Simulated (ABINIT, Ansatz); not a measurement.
# Lattice dynamics of RbCaH3 (Pm-3m) in two programs

How does RbCaH3 (Pm-3m) vibrate, and is this structure a minimum?

Program: ABINIT 10.8.3. Level of theory: DFT LDA, scalar-relativistic, plane waves, PseudoDojo norm-conserving pseudopotentials. Results are calculated unless marked as measured.

Most raw output is cut from this account.

## 1. Starting point

Symmetry: Pm-3m, No. 221, cubic system. The conventional cell has a = 4.397 Å, b = 4.397 Å, c = 4.397 Å, α = 90.00°, β = 90.00°, γ = 90.00°. Nearest to Rb lie 12 H at 3.11 Å. Ca has 6 H at 2.20 Å nearest. H has 2 Ca at 2.20 Å and 8 H at 3.11 Å and 4 Rb at 3.11 Å nearest. Farther neighbours are not listed.

## 2. Relaxing the cell and atoms

The harmonic expansion needs vanishing forces, and a free crystal bears no stress, so cell and atoms are brought to rest. Stress is more sensitive to the basis than forces are: the last 3 Ha under the cutoff are smoothed with ecutsm, and the cutoff is raised above that of the later runs.

The starting cell comes from a relaxation made beforehand in Ansatz (LDA, PseudoDojo NC).

Input file relax.abi:

```
# relaxation
ionmov 2
optcell 2
dilatmx 1.08
ntime 40
tolmxf 1.0d-05
tolvrs 1.0d-14
prtwf 0
prtden 0
chksymtnons 0

# basis, mesh and filling
ecut 39.0
ecutsm 3.0
ngkpt 6 6 6
nshiftk 1
shiftk 0.0 0.0 0.0
istwfk *1
occopt 1
nband 11
nstep 100
diemac 9.0
prtebands 0
prtgsr 0
useylm 1

# cell and atoms
acell 3*1.0 Angstrom
rprim 
    4.397243389 0.0 0.0
    0.0 4.397243389 0.0
    0.0 0.0 4.397243389
ntypat 3
znucl 37 20 1
natom 5
typat 1 2 3 3 3
xred 
    0.0 0.0 0.0
    0.5 0.5 0.5
    0.0 0.5 0.5
    0.5 0.0 0.5
    0.5 0.5 0.0
pp_dirpath "./pseudo"
pseudos "Rb.upf, Ca.upf, H.upf"
```

On the command line:

```sh
> OMP_NUM_THREADS=1 mpirun -n 4 abinit relax.abi > relax.log
```

Elapsed: 44 s, on 4 MPI ranks of Arm Neoverse V2, shared host.

Little changed from the start: no atom moved by 0.005 Å and no cell edge by 0.1 %.

This step gave:

```
volume per atom : 17.00 Å³
pressure        : 8.64e-7 GPa
```

## 3. Ground state

First-order wavefunctions inherit every error of the ground state, hence the very tight tolvrs. The mesh is shifted off Γ, since shifted meshes converge sums over the zone faster.

Input file gs.abi:

```
# ground state
tolvrs 1.0d-16
prtden 1
prtwf 1
prtpot 1

# basis, mesh and filling
ecut 31.0
ngkpt 6 6 6
nshiftk 1
shiftk 0.5 0.5 0.5
istwfk *1
occopt 1
nband 11
nstep 100
diemac 9.0
prtebands 0
prtgsr 0
useylm 1

# cell and atoms
acell 3*1.0 Angstrom
rprim 
    4.397006859 0.0 0.0
    0.0 4.397006859 0.0
    0.0 0.0 4.397006859
ntypat 3
znucl 37 20 1
natom 5
typat 1 2 3 3 3
xred 
    0.0 0.0 0.0
    0.5 0.5 0.5
    0.0 0.5 0.5
    0.5 0.0 0.5
    0.5 0.5 0.0
pp_dirpath "./pseudo"
pseudos "Rb.upf, Ca.upf, H.upf"
```

On the command line:

```sh
> OMP_NUM_THREADS=1 mpirun -n 4 abinit gs.abi > gs.log
```

The job ended after 9.8 s (4 MPI ranks).

Numbers from this step:

| Quantity | Value |
| --- | --- |
| pressure | -0.1014 GPa |

The cell stands at -0.10 GPa: the relaxation ran with a smoothed and higher cutoff and on another k mesh.

## 4. The gap at rest

Empty bands on the ground state's density check that the gap assumed so far is there in this cell.

Input file gap.abi:

```
# empty bands on the ground state's density
iscf -2
getden_filepath "gso_DEN"
tolwfr 1.0d-12
nbdbuf 2
prtwf 0

# basis, mesh and filling
ecut 31.0
ngkpt 6 6 6
nshiftk 1
shiftk 0.0 0.0 0.0
istwfk *1
occopt 1
nband 15
nstep 100
diemac 9.0
prtebands 0
prtgsr 0
useylm 1

# cell and atoms
acell 3*1.0 Angstrom
rprim 
    4.397006859 0.0 0.0
    0.0 4.397006859 0.0
    0.0 0.0 4.397006859
ntypat 3
znucl 37 20 1
natom 5
typat 1 2 3 3 3
xred 
    0.0 0.0 0.0
    0.5 0.5 0.5
    0.0 0.5 0.5
    0.5 0.0 0.5
    0.5 0.5 0.0
pp_dirpath "./pseudo"
pseudos "Rb.upf, Ca.upf, H.upf"
```

On the command line:

```sh
> OMP_NUM_THREADS=1 mpirun -n 4 abinit gap.abi > gap.log
```

Elapsed: 16 s, on 4 MPI ranks.

This step gave:

```
gap on the k-mesh : 2.829 eV
```

In this cell the gap on the mesh is 2.8 eV, direct, so fixed occupations hold.

## 5. Linear response at Γ

The derivative of the wavefunctions by k comes first, since the response to a field is built on it; then the field and the displacements that symmetry doesn't supply are solved at q = 0.

It reads the wavefunctions written in step 3.

Input file dfpt_gamma.abi:

```
ndtset 2

# common to the responses
getwfk_filepath "gso_WFK"
kptopt 2
nqpt 1
qpt 0.0 0.0 0.0
asr 0
chneut 0

# d/dk
rfelfd1 2
rfdir1 1 1 1
iscf1 -3
tolwfr1 1.0d-20

# displacements, field
rfphon2 1
rfatpol2 1 5
rfdir2 1 1 1
rfelfd2 3
getddk2 1
tolvrs2 1.0d-10
prtwf2 0
prtpot2 1

# basis, mesh and filling
ecut 31.0
ngkpt 6 6 6
nshiftk 1
shiftk 0.5 0.5 0.5
istwfk *1
occopt 1
nband 11
nstep 100
diemac 9.0
prtebands 0
prtgsr 0
useylm 1

# cell and atoms
acell 3*1.0 Angstrom
rprim 
    4.397006859 0.0 0.0
    0.0 4.397006859 0.0
    0.0 0.0 4.397006859
ntypat 3
znucl 37 20 1
natom 5
typat 1 2 3 3 3
xred 
    0.0 0.0 0.0
    0.5 0.5 0.5
    0.0 0.5 0.5
    0.5 0.0 0.5
    0.5 0.5 0.0
pp_dirpath "./pseudo"
pseudos "Rb.upf, Ca.upf, H.upf"
```

On the command line:

```sh
> OMP_NUM_THREADS=1 mpirun -n 4 abinit dfpt_gamma.abi > dfpt_gamma.log
```

Elapsed: 4.8 min, on 4 MPI ranks; 19 min of CPU time.

This step gave:

- miss of the charge sum rule: 3.77e-4 e
- largest acoustic frequency at the zone centre before the sum rule: -0.49 cm⁻¹
- highest optical zone-centre mode (no LO-TO term): 1207 cm⁻¹
- lowest optical zone-centre mode: 108.4 cm⁻¹
- mean high-frequency dielectric constant: 3.454
- largest Born charge in size (third of the trace): 1.738 e

Born charge (rows field, columns displacement), before the sum rule (e), principal values of the symmetric part by kind of site:

```tsv
atom	atoms with these values	low	middle	high	mean
Rb1	1	1.09	1.09	1.09	1.09
Ca2	1	1.74	1.74	1.74	1.74
H3	3	-1.07	-0.88	-0.88	-0.94
```

In full for H3:

```
-1.07  0.00  0.00
 0.00 -0.88  0.00
 0.00  0.00 -0.88
```

High-frequency dielectric tensor:

```
3.45 0.00 0.00
0.00 3.45 0.00
0.00 0.00 3.45
```

The acoustic modes at Γ come out as far as 0.5 cm⁻¹ from zero, where they should vanish, a small numerical error; the Born charges miss their sum rule by 3.8e-4 e, which is good.

## 6. Linear response on the mesh

Linear response treats each wavevector of the 2×2×2 mesh in the unit cell; the first-order potentials are kept for the electron-phonon matrix elements.

Input file dfpt_q.abi:

```
ndtset 3

# wavevectors
qpt1 0.5 0.0 0.0
qpt2 0.5 0.5 0.0
qpt3 0.5 0.5 0.5

# displacements
getwfk_filepath "gso_WFK"
getwfq_filepath "gso_WFK"
kptopt 3
nqpt 1
rfphon 1
rfatpol 1 5
rfdir 1 1 1
tolvrs 1.0d-10
prtwf 0
prtpot 1

# basis, mesh and filling
ecut 31.0
ngkpt 6 6 6
nshiftk 1
shiftk 0.5 0.5 0.5
istwfk *1
occopt 1
nband 11
nstep 100
diemac 9.0
prtebands 0
prtgsr 0
useylm 1

# cell and atoms
acell 3*1.0 Angstrom
rprim 
    4.397006859 0.0 0.0
    0.0 4.397006859 0.0
    0.0 0.0 4.397006859
ntypat 3
znucl 37 20 1
natom 5
typat 1 2 3 3 3
xred 
    0.0 0.0 0.0
    0.5 0.5 0.5
    0.0 0.5 0.5
    0.5 0.0 0.5
    0.5 0.5 0.0
pp_dirpath "./pseudo"
pseudos "Rb.upf, Ca.upf, H.upf"
```

On the command line:

```sh
> OMP_NUM_THREADS=1 mpirun -n 4 abinit dfpt_q.abi > dfpt_q.log
```

Wall time 19 min (4 MPI ranks); 76 min of CPU time.

This step gave:

```
lowest mode on the q mesh (acoustic ones at the zone centre apart) : 60.01 cm⁻¹
```

Frequencies (cm⁻¹) before the sum rule at the irreducible wavevectors but Γ, which is solved apart; negative means imaginary. Frequencies by wavevector:

```tsv
q (fractions)	star	mode 1	mode 2	mode 3	mode 4	mode 13	mode 14	mode 15
0.5 0 0	3	61.87	61.87	86.86	107	1206	1206	1314
0.5 0.5 0	3	60.01	64.39	64.39	126	1205	1223	1347
0.5 0.5 0.5	1	68.69	68.69	68.69	148	1223	1223	1366
```

## 7. Dispersion

anaddb transforms the dynamical matrices to force constants, with the dipole-dipole part treated apart, and back along the path; points of the mesh come back as solved, but for the sum rule and, in polar crystals, the LO-TO term at Γ; the rest is interpolation.

Input file anaddb.abi:

```
ddb_filepath "all_DDB"
output_file "anaddb.abo"
outdata_prefix "anaddb"
ifcflag 1
ngqpt 2 2 2
nqshft 1
q1shft 0.0 0.0 0.0
asr 1
chneut 1
dipdip 1
dipquad 0
quadquad 0
enunit 0
eivec 0
nph1l 62
qph1l 
    0.0 5.0d-06 0.0 1.0
    0.0 0.05 0.0 1.0
    0.0 0.1 0.0 1.0
    0.0 0.15 0.0 1.0
    0.0 0.2 0.0 1.0
    0.0 0.25 0.0 1.0
    0.0 0.3 0.0 1.0
    0.0 0.35 0.0 1.0
    0.0 0.4 0.0 1.0
    0.0 0.45 0.0 1.0
    0.0 0.5 0.0 1.0
    0.05 0.5 0.0 1.0
    0.1 0.5 0.0 1.0
    0.15 0.5 0.0 1.0
    0.2 0.5 0.0 1.0
    0.25 0.5 0.0 1.0
    0.3 0.5 0.0 1.0
    0.35 0.5 0.0 1.0
    0.4 0.5 0.0 1.0
    0.45 0.5 0.0 1.0
    0.5 0.5 0.0 1.0
    0.45 0.45 0.0 1.0
    0.4 0.4 0.0 1.0
    0.35 0.35 0.0 1.0
    0.3 0.3 0.0 1.0
    0.25 0.25 0.0 1.0
    0.2 0.2 0.0 1.0
    0.15 0.15 0.0 1.0
    0.1 0.1 0.0 1.0
    0.05 0.05 0.0 1.0
    5.0d-06 5.0d-06 5.0d-06 1.0
    0.05 0.05 0.05 1.0
    0.1 0.1 0.1 1.0
    0.15 0.15 0.15 1.0
    0.2 0.2 0.2 1.0
    0.25 0.25 0.25 1.0
    0.3 0.3 0.3 1.0
    0.35 0.35 0.35 1.0
    0.4 0.4 0.4 1.0
    0.45 0.45 0.45 1.0
    0.5 0.5 0.5 1.0
    0.45 0.5 0.45 1.0
    0.4 0.5 0.4 1.0
    0.35 0.5 0.35 1.0
    0.3 0.5 0.3 1.0
    0.25 0.5 0.25 1.0
    0.2 0.5 0.2 1.0
    0.15 0.5 0.15 1.0
    0.1 0.5 0.1 1.0
    0.05 0.5 0.05 1.0
    0.0 0.5 0.0 1.0
    0.5 0.5 0.5 1.0
    0.5 0.5 0.45 1.0
    0.5 0.5 0.4 1.0
    0.5 0.5 0.35 1.0
    0.5 0.5 0.3 1.0
    0.5 0.5 0.25 1.0
    0.5 0.5 0.2 1.0
    0.5 0.5 0.15 1.0
    0.5 0.5 0.1 1.0
    0.5 0.5 0.05 1.0
    0.5 0.5 0.0 1.0
```

Input file mrgddb.in:

```
all_DDB
merged
4
dfpt_gammao_DS2_DDB
dfpt_qo_DS1_DDB
dfpt_qo_DS2_DDB
dfpt_qo_DS3_DDB
```

On the command line:

```sh
> mrgddb < mrgddb.in > mrgddb.log
> OMP_NUM_THREADS=1 anaddb anaddb.abi > anaddb.log
```

Run time: 0.73 s. Hardware: 1 thread.

Numbers from this step:

```
lowest frequency on the path : 0 cm⁻¹
```

Anaddb, dipole-dipole term. Phonon branches along the path, in cm⁻¹:

```tsv
point	branch 1	branch 2	branch 3	branch 4	branch 12	branch 13	branch 14	branch 15
Γ	0	0	0	108	642	1207	1207	1292
halfway	45	45	70	108	656	1206	1206	1303
X	62	62	87	107	669	1206	1206	1314
halfway	61	63	73	118	669	1206	1216	1329
M	60	64	64	126	674	1205	1223	1347
halfway	55	58	72	114	662	1206	1214	1314
Γ	0	0	0	108	642	1207	1207	1292
halfway	62	62	68	163	652	1215	1215	1324
R	69	69	69	148	603	1223	1223	1366
halfway	62	66	69	169	648	1215	1218	1339
X	62	62	87	107	669	1206	1206	1314
jump to R	69	69	69	148	603	1223	1223	1366
halfway	65	67	67	174	639	1216	1223	1354
M	60	64	64	126	674	1205	1223	1347
```

All branches are real along the path.

## 8. Density of states

Sums over the zone need many more wavevectors than were solved, so the interpolation is sampled on a dense mesh.

Input file anaddb.abi:

```
ddb_filepath "all_DDB"
output_file "anaddb.abo"
outdata_prefix "anaddb"
ifcflag 1
ngqpt 2 2 2
nqshft 1
q1shft 0.0 0.0 0.0
asr 1
chneut 1
dipdip 1
dipquad 0
quadquad 0
prtdos 2
ng2qpt 10 10 10
dosdeltae 4.5563e-06
ntemper 11
temperinc 100.0
tempermin 0.0
```

On the command line:

```sh
> OMP_NUM_THREADS=1 anaddb anaddb.abi > anaddb.log
```

Wall time 2.4 s (1 thread).

Numbers from this step:

| Quantity | Value |
| --- | --- |
| share of modes beyond 3i cm⁻¹ on the dense interpolated mesh | 0 |
| zero-point energy per atom | 88.75 meV |
| heat capacity at 300 K | 16.96 J/(mol atoms K) |
| vibrational entropy at 300 K | 22.04 J/(mol atoms K) |

The phonon density of states has structure finer than the step of the table below, so its rows give means over 50 cm⁻¹, whole bins alone (the curve runs from -30 to 1392 cm⁻¹). Peaks (cm⁻¹: height): 60.0: 0.147, 195.0: 0.0574, 393.0: 0.0251, 663.0: 0.0497, 1212.0: 0.118, 1320.0: 0.0219.

Tetrahedra. Phonon density of states against wavenumber; means over each step:

wavenumber (cm⁻¹), phonon density of states (1/cm⁻¹/cell) and a bar:
```
        0      0.000 
       50      0.052 ##############################
      100      0.017 ##########
      150      0.025 ##############
      200      0.028 ################
      250      0.008 ####
      300      0.010 ######
      350      0.017 ##########
      400      0.023 #############
      450      0.016 #########
      500      0.013 #######
      550      0.008 #####
      600      0.003 ##
      650      0.019 ###########
      700      0.000 
      750      0.000 
      800      0.000 
      850      0.000 
      900      0.000 
      950      0.000 
     1000      0.000 
     1050      0.000 
     1100      0.000 
     1150      0.000 
     1200      0.038 ######################
     1250      0.003 ##
     1300      0.009 #####
     1350      0.011 ######
```

Harmonic thermodynamic functions per atom, summed over the density of states scaled to three modes an atom; melting is ignored. Thermodynamic functions:

```tsv
T (K)	F_vib (meV/atom)	S (J/mol-atom/K)	C_V (J/mol-atom/K)
0	88.75	0	0
50	88.24	3.022	4.979
100	85.41	7.805	8.994
200	73.03	15.75	14.04
300	53.33	22.04	16.96
400	27.73	27.21	18.93
500	-2.8	31.59	20.34
600	-37.55	35.4	21.37
700	-76.01	38.75	22.11
800	-117.8	41.74	22.66
900	-162.4	44.43	23.07
1000	-209.8	46.88	23.38
```

At 300 K the heat capacity has reached 68 % of the Dulong-Petit value.

## 9. Modes with the sum rule

anaddb reads the merged derivatives, imposes the acoustic sum rule and charge neutrality, and adds the LO-TO term along chosen directions.

Input file anaddb.abi:

```
ddb_filepath "gamma_DDB"
output_file "anaddb.abo"
outdata_prefix "anaddb"
asr 1
chneut 1
enunit 2
eivec 1
nph1l 1
qph1l 0.0 0.0 0.0 1.0
dieflag 1
nph2l 3
qph2l 
    1.0 0.0 0.0 0.0
    0.0 0.0 1.0 0.0
    1.0 1.0 1.0 0.0
```

Input file mrgddb.in:

```
gamma_DDB
merged
2
dfpt_gammao_DS2_DDB
gso_DDB
```

On the command line:

```sh
> mrgddb < mrgddb.in > mrgddb.log
> OMP_NUM_THREADS=1 anaddb anaddb.abi > anaddb.log
```

Wall time 0.49 s (1 thread).

Read from the output:

* mean static dielectric constant: 11.87
* highest mode moved by the LO-TO term: 1291 cm⁻¹

No LO-TO term; unit eigenvectors of the mass-weighted matrix, from anaddb's displacements. The modes at Γ (shares of kinetic energy by element, %):

```tsv
mode	frequency (cm⁻¹)	symmetry	Rb %	Ca %	H %
1	0.0	acoustic	66	31	2
2	0.0	acoustic	66	31	2
3	0.0	acoustic	66	31	2
4	108.4	T1u	34	62	5
5	108.4	T1u	34	62	5
6	108.4	T1u	34	62	5
7	349.7	T2u	0	0	100
8	349.7	T2u	0	0	100
9	349.7	T2u	0	0	100
10	406.0	T1u	0	5	95
11	406.0	T1u	0	5	95
12	406.0	T1u	0	5	95
13	1206.6	T1u	0	2	98
14	1206.6	T1u	0	2	98
15	1206.6	T1u	0	2	98
```

Displacements in mode 4 (108.4 cm⁻¹), the largest set to 1:
```
Rb1  0.00  0.00 -0.48
Ca2  0.00  0.00  0.96
H3   0.00  0.00  1.00
H4   0.00  0.00  1.00
H5   0.00  0.00  0.89
```

Displacements in mode 13 (1206.6 cm⁻¹), the largest set to 1:
```
Rb1  0.00  0.00  0.00
Ca2  0.00  0.00  0.02
H3   0.00  0.00  0.05
H4   0.00  0.00  0.05
H5   0.00  0.00 -1.00
```

Trace of the oscillator strength, degenerate modes summed. Lines of the infrared spectrum (strongest = 100):

```tsv
position (cm⁻¹)	lines merged	IR intensity, relative
108	3	2.5
350	3	0.0
406	3	100
1207	3	60
```

Static dielectric tensor (ions relaxed, fixed cell):

```
11.87  0.00  0.00
 0.00 11.87  0.00
 0.00  0.00 11.87
```

## 10. A second program

The same cell, potentials and cutoff go through another code, on another k mesh. Its k mesh is centred on Γ.

This step: DFT LDA, scalar-relativistic, plane waves, PseudoDojo norm-conserving pseudopotentials (Ansatz 0.2.0).

Input file input.yaml:

```yaml
crystal:
  lattice:
    - [4.3970068589, 0.0, 0.0]
    - [0.0, 4.3970068589, 0.0]
    - [0.0, 0.0, 4.3970068589]
  atoms:
    - { symbol: Rb, position: [0.0, 0.0, 0.0] }
    - { symbol: Ca, position: [0.5, 0.5, 0.5] }
    - { symbol: H, position: [0.0, 0.5, 0.5] }
    - { symbol: H, position: [0.5, 0.0, 0.5] }
    - { symbol: H, position: [0.5, 0.5, 0.0] }
kpoints:
  mp_grid: { grid: [6, 6, 6] }
hamiltonian:
  xc: lda
  pseudopotentials: { kind: nc, accuracy: standard }
scf:
  occupations: { method: fixed }
output:
  eigenvalues: true
basis:
  ecutwfc: 843.553
phonons:
  method: dfpt
  dielectric: true
  rigid_motions: translations
  qmesh: [2, 2, 2]
  temperatures: { t_max: 1000, t_step: 50 }
  qpath:
    path:
      - [[0.0, 0.0, 0.0], [0.0, 0.5, 0.0], [0.5, 0.5, 0.0], [0.0, 0.0, 0.0], [0.5, 0.5, 0.5], [0.0, 0.5, 0.0]]
      - [[0.5, 0.5, 0.5], [0.5, 0.5, 0.0]]
    npoints: 10
```

On the command line:

```sh
> ansatz run input.yaml --threads 4 --pin off --max-ram 8192MiB --backend cpu --events-out ev --progress --plain --runs-dir out
```

Wall time 1.8 min (4 threads); peak memory 1.3 GiB; 7.1 min of CPU time.

This step gave:

* sum-rule residual before enforcement: 1.20e-4 eV/Å²
* miss of the charge sum rule: 0.001005 e
* estimated error of the dielectric tensor: 0.008149
* estimated error of the Born charges: 0.01088 e
* mean frequency: 472.4 cm⁻¹
* Debye temperature (second moment): 1182 K
* logarithmic mean frequency: 294.6 cm⁻¹
* highest optical zone-centre mode (no LO-TO term): 1206 cm⁻¹
* lowest optical zone-centre mode: 108.3 cm⁻¹
* mean high-frequency dielectric constant: 3.455
* mean static dielectric constant: 11.88
* lowest mode on the q mesh (acoustic ones at the zone centre apart): 60 cm⁻¹
* zero-point energy per atom: 87.85 meV
* heat capacity at 300 K: 17.05 J/(mol atoms K)

Transverse modes. Lines of the infrared spectrum (strongest = 100):

```tsv
position (cm⁻¹)	label	IR intensity ((D/Å)²/amu), degenerate modes summed, relative
108	T1u	2.5
350	T2u	0.0
406	T1u	100
1206	T1u	60
```

## 11. Side by side: ABINIT PseudoDojo and Ansatz, PseudoDojo

Numbers from this step:

| Quantity | Value |
| --- | --- |
| root-mean-square difference | 0.1 cm⁻¹ |
| largest difference | 0.21 cm⁻¹ |
| root-mean-square difference on the path | 0.1 cm⁻¹ |
| largest difference on the path | 0.2 cm⁻¹ |

The 12 of 57 modes that differ most. Frequencies side by side:

```tsv
q (reciprocal lattice)	mode	ABINIT PseudoDojo (cm⁻¹)	Ansatz, PseudoDojo (cm⁻¹)
0 0 0	7	349.7	349.5
0 0 0	8	349.7	349.5
0 0 0	9	349.7	349.5
0.5 0 0	7	406.3	406.1
0.5 0 0	8	406.3	406.1
0.5 0 0	13	1206	1206
0.5 0 0	14	1206	1206
0.5 0.5 0	13	1205	1205
0.5 0.5 0	14	1223	1223
0.5 0.5 0.5	4	148	147.8
0.5 0.5 0.5	5	148	147.8
0.5 0.5 0.5	6	148	147.8
```

The two runs side by side. Further quantities:

```tsv
quantity	ABINIT PseudoDojo	Ansatz, PseudoDojo
mean ε∞	3.454	3.455
largest Born charge in size (e; the first before, the second after the charge sum rule)	1.738	1.738
```

The interpolated bands of the two lie on top of each other.

At the solved wavevectors the largest difference (acoustic modes at Γ apart) is 0.02 % of the highest mode.

## 12. Results

```json
{
  "space group after relaxation": "Pm-3m",
  "volume per atom": "17.0 Å³",
  "highest optical zone-centre mode (no LO-TO term)": "1207 cm⁻¹",
  "lowest optical zone-centre mode": "108.4 cm⁻¹",
  "highest mode moved by the LO-TO term": "1291 cm⁻¹",
  "mean high-frequency dielectric constant": "3.45",
  "largest Born charge in size (third of the trace)": "1.74 e",
  "mean static dielectric constant": "11.9",
  "q mesh": "2×2×2",
  "lowest mode on the q mesh (acoustic ones at the zone centre apart)": "60.0 cm⁻¹",
  "zero-point energy per atom": "88.8 meV",
  "heat capacity at 300 K": "17.0 J/(mol atoms K)",
  "vibrational entropy at 300 K": "22.0 J/(mol atoms K)",
  "imaginary modes on the q mesh": "none",
  "largest difference from Ansatz, PseudoDojo": "0.21 cm⁻¹"
}
```

**Reading.** RbCaH3 (Pm-3m) is dynamically stable on the 2×2×2 mesh; its spectrum reaches 1366 cm⁻¹. At the LDA level the optical modes of RbCaH3 (Pm-3m) at the zone centre (no LO-TO term) run from 108 to 1207 cm⁻¹. Along the directions run, the highest mode that the macroscopic field moves lies at 1291 cm⁻¹. Lattice motion raises the mean dielectric constant from 3.454 to 11.87. ABINIT PseudoDojo and Ansatz, PseudoDojo agree to 0.21 cm⁻¹ (0.02 % of the highest mode compared) on all solved modes but the acoustic ones at Γ, without the LO-TO term. These are harmonic frequencies at zero temperature: anharmonic shifts and linewidths and thermal expansion are left out. Ansatz warns that the cutoff lies 16 % under the one recommended for these files; agreement at one cutoff is not convergence. Electron-phonon shifts of the levels were run after this but are left out: their k mesh was shifted and missed the band edges. The q mesh stands for a supercell only 8.8 Å across, so branches between the solved wavevectors are rough.

[Host names and launcher messages were left out of these logs when they were recorded.]

[Logs are printed without paths, hosts, clocks, repeated set-up lines and the standing remarks that a program may print on its own settings, such as how far it seeks lower states.]

[Hosts, paths, dates, database ids (printed as entryN), source tags and the programs' standing remarks are cut or masked in the printed files.]
